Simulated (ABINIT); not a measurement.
# Ca2Si (Fm-3m): G0W0 in ABINIT against the wavefunction cutoff in GW, part 2 of 2

Wanted: the cheapest wavefunction cutoff in GW that holds the gap of Ca2Si (Fm-3m).

ABINIT 10.8.3; LDA and many-body steps on it, plane waves. Known limits of the many-body steps: not at the basis limit; mesh may overstate the screening; coarse k mesh.

So far. Step 2 (Screening, 2×2×2 mesh, 49 bands, screening to 106.1 eV): Local fields lower ε∞ by 25 %. On a Γ-centred mesh this coarse the value itself is usually too large, while a short band sum pulls it down. Step 5 (15 Ha): The gap on the mesh goes from 0.51 eV to 1.05 eV, a correction of +0.54 eV.

**6. Screening, 2×2×2 mesh, 49 bands, screening to 106.1 eV**

This step: RPA screening on LDA, plane waves, norm-conserving pseudopotentials.

File run.abi:

```
acell 3*1.0 Angstrom
rprim 
  -0.000000000000 3.585232820000 3.585232820000
  3.585232820000 -0.000000000000 3.585232820000
  3.585232820000 3.585232820000 -0.000000000000
ntypat 2
znucl 20 14
natom 3
typat 1 1 2
xred 
  0.750000000000 0.750000000000 0.750000000000
  0.250000000000 0.250000000000 0.250000000000
  0.000000000000 0.000000000000 0.000000000000
pp_dirpath "pseudos"
pseudos "Ca.upf, Si.upf"
ecut 30
ngkpt 2 2 2
nshiftk 1
shiftk 0 0 0
kptopt 1
chksymbreak 0
istwfk *1
occopt 1
irdwfk 1
optdriver 3
nband 49
ecuteps 3.9
inclvkb 2
awtr 1
symchi 1
ecutwfn 22.5
indata_prefix "in"
outdata_prefix "out"
tmpdata_prefix "tmp"
```

The run is started by

```
> OMP_NUM_THREADS=1 mpirun -n 4 abinit run.abi > log
```

The program printed:

```text
.Version 10.8.3 of ABINIT. v10.8.2 released Aug 2026.

 Symmetries : space group Fm -3 m (#225); Bravais cF (face-center cubic)
[... echo of the input left out ...]
== DATASET  1 ==================================================================
-   mpi_nproc: 4, omp_nthreads: 1 (-1 if OMP is not activated)

--- !DatasetInfo
iteration_state: {dtset: 1, }
dimensions: {natom: 3, nkpt: 3, mband: 49, nsppol: 1, nspinor: 1, nspden: 1, mpw: 3218, }
cutoff_energies: {ecut:  22.5, pawecutdg:  -1.0, }
[...]
--------------------------------------------------------------------------------
[... chi0 elements left out ...]
 For q-point:  0.000010 0.000020 0.000030
  dielectric constant =  68.1669
  dielectric constant without local fields =  90.5000

  Average fulfillment of the sum rule on Im[epsilon] for q-point    1 :     49.54  [%]
[... wings left out ...]
  q-point number  2        q = ( 0.500000, 0.000000, 0.000000) [r.l.u.]
--------------------------------------------------------------------------------
[... chi0 elements left out ...]
  Average fulfillment of the sum rule on Im[epsilon] for q-point    2 :     58.71  [%]

 [... 1 further q-points ...]
```

Wall time 3.6 s (4 MPI ranks of Arm Neoverse V1, shared host); peak memory 0.45 GiB; 14 s of CPU time.

This step gave:

```yaml
eps_infinity_with_local_fields_on_this_mesh_along_the_program_s_q_direction: 68.17
the_same_without_local_fields: 90.5
plasma_frequency: 18.95 eV
plane_waves_in_the_screening_matrix: 259
```

**7. 22.5 Ha**

This step: G0W0 on LDA, plane waves, norm-conserving pseudopotentials.

run.abi: that of step 6 with these lines changed.

```diff
@@ -24,8 +24,17 @@
 irdwfk 1
-optdriver 3
+optdriver 4
 nband 49
+gwcalctyp 0
+ecutsigx 22.5
+symsigma 1
+nkptgw 2
+kptgw 
+  0.5000000000 0.5000000000 0.0000000000
+  0.0000000000 0.0000000000 0.0000000000
+bdgw 
+  11 14
+  10 15
 ecuteps 3.9
-inclvkb 2
-awtr 1
-symchi 1
+irdscr 1
+ppmodel 1
 ecutwfn 22.5
```

The program printed:

```text
.Version 10.8.3 of ABINIT. v10.8.2 released Aug 2026.

 Symmetries : space group Fm -3 m (#225); Bravais cF (face-center cubic)
[... echo of the input left out ...]
== DATASET  1 ==================================================================
-   mpi_nproc: 4, omp_nthreads: 1 (-1 if OMP is not activated)

--- !DatasetInfo
iteration_state: {dtset: 1, }
dimensions: {natom: 3, nkpt: 3, mband: 49, nsppol: 1, nspinor: 1, nspden: 1, mpw: 3218, }
cutoff_energies: {ecut:  22.5, pawecutdg:  -1.0, }
[...]
Band     E0 <VxcDFT>   SigX SigC(E0)      Z dSigC/dE  Sig(E)    E-E0       E
[...]
14   5.307 -11.657  -5.684  -3.924   0.761  -0.315 -10.099   1.558   6.865
       15   5.307 -11.657  -5.684  -3.924   0.761  -0.315 -10.099   1.558   6.865

== END DATASET(S) ==============================================================
================================================================================

 -outvars: echo values of variables after computation  --------
           etotal      0.0000000000E+00
            nband          49
             nkpt           3
          spgroup         225
 [... the other variables as echoed above ...]

 Calculation completed.
```

Run time: 4.2 s. Hardware: 4 MPI ranks; peak memory 0.52 GiB.

Numbers from this step:

| Property | Result |
| --- | --- |
| G0W0 gap on the points computed | 1.044 eV |
| starting gap on the mesh | 0.5088 eV |
| k of the valence top | 0.5, 0.5, 0 |
| k of the conduction bottom | 0.5, 0.5, 0 |
| least direct G0W0 gap on the computed points | 1.044 eV |

Against the run before, the gap moves by −0.003 eV.

**8. Screening, 2×2×2 mesh, 49 bands, screening to 106.1 eV**

This step: RPA screening on LDA, plane waves, norm-conserving pseudopotentials.

run.abi: that of step 7 with these lines changed.

```diff
@@ -24,18 +24,8 @@
 irdwfk 1
-optdriver 4
+optdriver 3
 nband 49
-gwcalctyp 0
-ecutsigx 22.5
-symsigma 1
-nkptgw 2
-kptgw 
-  0.5000000000 0.5000000000 0.0000000000
-  0.0000000000 0.0000000000 0.0000000000
-bdgw 
-  11 14
-  10 15
 ecuteps 3.9
-irdscr 1
-ppmodel 1
-ecutwfn 22.5
+inclvkb 2
+awtr 1
+symchi 1
 indata_prefix "in"
```

The program printed:

```text
.Version 10.8.3 of ABINIT. v10.8.2 released Aug 2026.

 Symmetries : space group Fm -3 m (#225); Bravais cF (face-center cubic)
[... echo of the input left out ...]
== DATASET  1 ==================================================================
-   mpi_nproc: 4, omp_nthreads: 1 (-1 if OMP is not activated)

--- !DatasetInfo
iteration_state: {dtset: 1, }
dimensions: {natom: 3, nkpt: 3, mband: 49, nsppol: 1, nspinor: 1, nspden: 1, mpw: 4910, }
cutoff_energies: {ecut:  30.0, pawecutdg:  -1.0, }
[...]
--------------------------------------------------------------------------------
[... chi0 elements left out ...]
 For q-point:  0.000010 0.000020 0.000030
  dielectric constant =  68.2305
  dielectric constant without local fields =  90.5832

  Average fulfillment of the sum rule on Im[epsilon] for q-point    1 :     49.54  [%]
[... wings left out ...]
  q-point number  2        q = ( 0.500000, 0.000000, 0.000000) [r.l.u.]
--------------------------------------------------------------------------------
[... chi0 elements left out ...]
  Average fulfillment of the sum rule on Im[epsilon] for q-point    2 :     58.71  [%]

 [... 1 further q-points ...]
```

Run time: 3.9 s. Hardware: 4 MPI ranks; peak memory 0.51 GiB; 15 s of CPU time.

Numbers from this step:

```yaml
eps_infinity_with_local_fields_on_this_mesh_along_the_program_s_q_direction: 68.23
the_same_without_local_fields: 90.58
plasma_frequency: 18.95 eV
plane_waves_in_the_screening_matrix: 259
```

**9. 30 Ha**

This step: G0W0 on LDA, plane waves, norm-conserving pseudopotentials.

run.abi: that of step 8 with these lines changed.

```diff
@@ -24,8 +24,17 @@
 irdwfk 1
-optdriver 3
+optdriver 4
 nband 49
+gwcalctyp 0
+ecutsigx 30
+symsigma 1
+nkptgw 2
+kptgw 
+  0.5000000000 0.5000000000 0.0000000000
+  0.0000000000 0.0000000000 0.0000000000
+bdgw 
+  11 14
+  10 15
 ecuteps 3.9
-inclvkb 2
-awtr 1
-symchi 1
+irdscr 1
+ppmodel 1
 indata_prefix "in"
```

The program printed:

```text
.Version 10.8.3 of ABINIT. v10.8.2 released Aug 2026.

 Symmetries : space group Fm -3 m (#225); Bravais cF (face-center cubic)
[... echo of the input left out ...]
== DATASET  1 ==================================================================
-   mpi_nproc: 4, omp_nthreads: 1 (-1 if OMP is not activated)

--- !DatasetInfo
iteration_state: {dtset: 1, }
dimensions: {natom: 3, nkpt: 3, mband: 49, nsppol: 1, nspinor: 1, nspden: 1, mpw: 4910, }
cutoff_energies: {ecut:  30.0, pawecutdg:  -1.0, }
[...]
Band     E0 <VxcDFT>   SigX SigC(E0)      Z dSigC/dE  Sig(E)    E-E0       E
[...]
14   5.307 -11.657  -5.687  -3.925   0.761  -0.315 -10.102   1.555   6.862
       15   5.307 -11.657  -5.687  -3.925   0.761  -0.315 -10.102   1.555   6.862

== END DATASET(S) ==============================================================
================================================================================

 -outvars: echo values of variables after computation  --------
           etotal      0.0000000000E+00
            nband          49
             nkpt           3
          spgroup         225
 [... the other variables as echoed above ...]

 Calculation completed.
```

It took 4.3 s on 4 MPI ranks; peak memory 0.61 GiB.

Numbers from this step:

| Property | Result |
| --- | --- |
| G0W0 gap on the points computed | 1.042 eV |
| starting gap on the mesh | 0.5088 eV |
| k of the valence top | 0.5, 0.5, 0 |
| k of the conduction bottom | 0.5, 0.5, 0 |
| least direct G0W0 gap on the computed points | 1.042 eV |

Against the run before, the gap moves by −0.002 eV.

**10. The runs together**

Times are wall times on 4 MPI ranks of Arm Neoverse V1, shared host, good to a factor of about two. A run's time includes the screening step that it read.

```tsv
run	mesh	bands	screening cutoff (eV)	DFT gap (eV)	gap on the mesh (eV)	direct (eV)	ε∞ used	time
9 Ha	2×2×2	49	106.1	0.509	1.053	1.053	64.27	6.5 s
15 Ha	2×2×2	49	106.1	0.509	1.047	1.047	67.25	6.8 s
22.5 Ha	2×2×2	49	106.1	0.509	1.044	1.044	68.17	7.8 s
30 Ha	2×2×2	49	106.1	0.509	1.042	1.042	68.23	8.2 s
```

**11. Summary of results**

| Item | Value |
| --- | --- |
| 9 Ha | 1.053 eV |
| 15 Ha | 1.047 eV |
| 22.5 Ha | 1.044 eV |
| 30 Ha | 1.042 eV |
| known limits | not at the basis limit; mesh may overstate the screening; coarse k mesh |

What this shows: The setting moved: wavefunction cutoff in GW. From 9 Ha to 30 Ha the gap moves by −0.01 eV. It holds to 0.03 eV from 9 Ha on. Bands and screening cutoff are coupled, so a series along one setting does not show full convergence. The exchange cutoff follows the wavefunction cutoff here. Bands and cutoff are finite, so the gap is not at the basis limit. The miss can reach some tenths of an eV and take either sign; the mesh is an error of its own. In the first G0W0 run levels were corrected at 2 k points alone, so a gap called «on the mesh» is the least over those, and an edge elsewhere would be missed. The 2×2×2 mesh is coarse for this cell, which bears on the long-range parts of exchange and screening. For the LDA start: The RPA ε∞ on this mesh reaches over 25; with a narrow direct gap a coarse mesh can overstate it, and the correction is then too small.

[Paths, hosts, dates, memory and timing lines, banners, echoed tables and standing remarks are left out of the program output.]

[Logs are printed without paths, hosts, clocks, repeated set-up lines and the standing remarks that a program may print on its own settings, such as how far it seeks lower states.]

[Runs of the session that timed out or met a known fault of the program may be left out.]

[No measured gap is set beside runs whose start may be inverted or whose files or cutoffs have a known fault.]

[Hosts, paths, dates, database ids (printed as entryN), source tags and the programs' standing remarks are cut or masked in the printed files.]

[G0W0 gaps are taken among the corrected bands and points alone; a level outside them can change the order at an edge.]

[Where Ansatz stands beside ABINIT at settings called matched, ABINIT's density can come from a denser mesh and the files from another edition; pairs whose starting gaps differed by over 0.03 eV were left out, so agreement reads better than it is.]
